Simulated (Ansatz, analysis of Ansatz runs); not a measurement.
# Migration in NaZnF3 (Pnma): V_F hop (2.8 Å), charge +1, part 2 of 4

Aim: the barrier of one jump in NaZnF3 (Pnma) at charge +1: V_F hop (2.8 Å). The model is a cell of 40 host atoms with 1 F taken out; F is the atom that moves.

Ansatz 0.2.0; plane-wave PAW DFT, r2SCAN; nudged elastic band between two relaxed defect structures at fixed charge in a uniform background.

So far: The system as given; Relaxation of the start point, charge +1.

## (3) Relaxation of the end point, charge +1

Level of this step: plane-wave PAW DFT, r2SCAN; relaxation of all atoms of a defect supercell at fixed charge in a uniform background (Ansatz).

The end point is relaxed in the same cell and settings, so that the two energies compare.

File qp1.end/input.yaml:

```yaml
crystal:
  lattice:
    - [0.0, 7.72081471, 5.36339129]
    - [5.58356495, 0.0, 5.36339129]
    - [5.58356495, 7.72081471, 0.0]
  atoms:
    - { symbol: Na, position: [0.41479256, 0.60315937, 0.33520744] }
    - { symbol: Na, position: [0.91479256, 0.10315937, 0.83520744] }
    - { symbol: Na, position: [0.10315937, 0.41479256, 0.14684063] }
[... 4 atom lines left out ...]
    - { symbol: Na, position: [0.58520744, 0.39684063, 0.66479256] }
    - { symbol: Zn, position: [0.0, 0.5, 0.5] }
[... 1 atom line left out ...]
    - { symbol: Zn, position: [0.0, 0.0, 0.5] }
[... 6 atom lines left out ...]
    - { symbol: F, position: [0.91907964, 0.77628545, 0.52407542] }
[... 1 atom line left out ...]
    - { symbol: F, position: [0.77628545, 0.41907964, 0.78055949] }
[... 4 atom lines left out ...]
    - { symbol: F, position: [-0.160327, 0.548957, 0.410327] }
[... 1 atom line left out ...]
    - { symbol: F, position: [0.22371455, 0.58092036, 0.21944051] }
    - { symbol: F, position: [0.72371455, 0.08092036, 0.71944051] }
[... 5 atom lines left out ...]
    - { symbol: F, position: [0.9491378, 0.15969918, 0.3008622] }
    - { symbol: F, position: [0.15969918, 0.4491378, 0.59030082] }
[... 3 atom lines left out ...]
    - { symbol: F, position: [0.5508622, 0.34030082, 0.1991378] }
total_charge: 1
basis:
  ecutwfc: 500
  xc_grid: 2
hamiltonian:
  xc: r2scan
kpoints:
  mp_grid: { grid: [1, 1, 1] }
scf:
  occupations: { method: fixed }
  max_iter: 100
output:
  forces: true
relax:
  f_tol: 0.02
  max_steps: 70
  random_displacement: { amplitude: 0.03, seed: 8635 }
```

The run is started by

```console
$ ansatz run input.yaml --threads 4 --pin off --max-ram 7536MiB --backend cpu --events-out ev --progress --plain --runs-dir out
```

What it wrote:

```text
[...]
Crystal: 39 atoms, lattice volume = 462.428 Å³
Basis set: ecut = 500 eV, 11715 PW (Γ), exchange–correlation on 144×120×144 points (8 copies of the dense FFT grid, shifted against one another)
Bands: 203, of which v1, the nominal top of the filled ones, is band 164 counted from 1 (163 counted from 0)
Symmetry: 1 space group operations
k-points: 1
[...]
SCF iter   1: F=—  HF=-57183.345680 eV  |F-HF|=—  |Δ(HF+E_count)|=         —  Δρ=2.63e-2  dr2=2.40e0  dr2_τ=7.20e-1  ethr=1.77e-3  ⟨swp⟩=5.0  Hψ=606  notcnv=0  defer=37
[...]
SCF iter   9: F=-57182.892054 eV  HF=-57182.892054 eV  |F-HF|=1.71e-8  |Δ(HF+E_count)|=   3.37e-6  Δρ=1.55e-5  dr2=1.08e-6  dr2_τ=4.22e-8  ethr=3.05e-9  ⟨swp⟩=4.0  Hψ=644  notcnv=0
SCF 1 converged in 9 iterations: F = -57182.892054 eV  dr2 = 1.08e-6
[...]
- { symbol: Zn, position: [0.501382, 0.001671, -0.000941] }
    - { symbol: Zn, position: [-0.008880, -0.012367, 0.504011] }
    - { symbol: Zn, position: [0.502292, 0.498436, -0.000638] }
    - { symbol: Zn, position: [0.250995, 0.754306, 0.746210] }
    - { symbol: Zn, position: [0.753758, 0.247866, 0.251706] }
    - { symbol: Zn, position: [0.249701, 0.253999, 0.745568] }
    - { symbol: Zn, position: [0.755525, 0.740060, 0.253390] }
    - { symbol: F, position: [0.418848, 0.274768, 0.028729] }
    - { symbol: F, position: [0.895140, 0.784741, 0.532472] }
    - { symbol: F, position: [0.269855, 0.934426, 0.291867] }
    - { symbol: F, position: [0.783469, 0.410802, 0.773530] }
    - { symbol: F, position: [0.030920, 0.774128, 0.023232] }
    - { symbol: F, position: [0.530593, 0.270529, 0.524911] }
    - { symbol: F, position: [0.271018, 0.036501, 0.664548] }
    - { symbol: F, position: [0.779235, 0.525072, 0.171687] }
[...]
- { symbol: F, position: [0.658749, 0.932771, 0.094058] }
    - { symbol: F, position: [0.344907, 0.058802, 0.905899] }
    - { symbol: F, position: [0.051689, 0.858379, 0.690900] }
    - { symbol: F, position: [0.559984, 0.339027, 0.191853] }
[key lines of the parts left out:]
SCF converged after 7 iterations
Free energy (F): -57183.786159 eV
Fermi energy:    3.063881 eV
```

Wall time 49 s (4 threads of Intel Xeon Platinum 8488C (Sapphire Rapids), shared host); peak memory 0.9 GiB; 1.7 min of CPU time.

The steps of the relaxation:

| step | energy less that of the first step (eV) | largest force component (eV/Å) |
| --- | --- | --- |
| 1 | 0.0000 | 1.4757 |
| 2 | -0.6819 | 0.6341 |
| 3 | -0.8646 | 0.2137 |
| 4 | -0.8935 | 0.0211 |
| 5 | -0.8941 | 0.0032 |

The atoms that moved most (Å, from the sites as typed, ahead of the random displacement, the mean shift of all atoms taken out):

| atom | dx | dy | dz | length |
| --- | --- | --- | --- | --- |
| Na2 | 0.122 | 0.114 | -0.125 | 0.209 |
| Na5 | -0.114 | 0.147 | 0.076 | 0.201 |
| F18 | 0.094 | -0.123 | -0.086 | 0.177 |
| F19 | 0.149 | 0.035 | 0.045 | 0.159 |
| Zn9 | 0.135 | -0.060 | 0.048 | 0.155 |
| F25 | -0.118 | 0.088 | -0.041 | 0.153 |
| Na3 | -0.081 | -0.111 | 0.059 | 0.149 |
| Na4 | 0.037 | -0.122 | -0.063 | 0.142 |

Neighbours of F25 at the end:

| atom | distance (Å) |
| --- | --- |
| Zn9 | 1.969 |
| Zn16 | 2.069 |
| Na8 | 2.277 |
| Na3 | 2.332 |
| F27 | 2.722 |
| F24 | 2.784 |
| F20 | 2.845 |
| F21 | 2.889 |
| F18 | 2.946 |

This step gave:

- free energy: -57183.7862 eV
- largest move from the ideal geometry of this structure, a common shift of the far atoms taken out: 0.2070 Å

The relaxation gained 0.894 eV and ended with a largest force component of 0.0032 eV/Å. The end lies 0.061 eV above the start.

(Continued in part 3 of 4.)

[Long decimals in the printed logs are rounded to 6 places.]

[Repeated set-up lines and some long k-point lines are left out of the logs, and relaxed atomic positions are cut to six decimals.]

[Logs are printed without paths, hosts, clocks, repeated set-up lines and the standing remarks that a program may print on its own settings, such as how far it seeks lower states.]

[Hosts, paths, dates, database ids (printed as entryN), source tags and the programs' standing remarks are cut or masked in the printed files.]
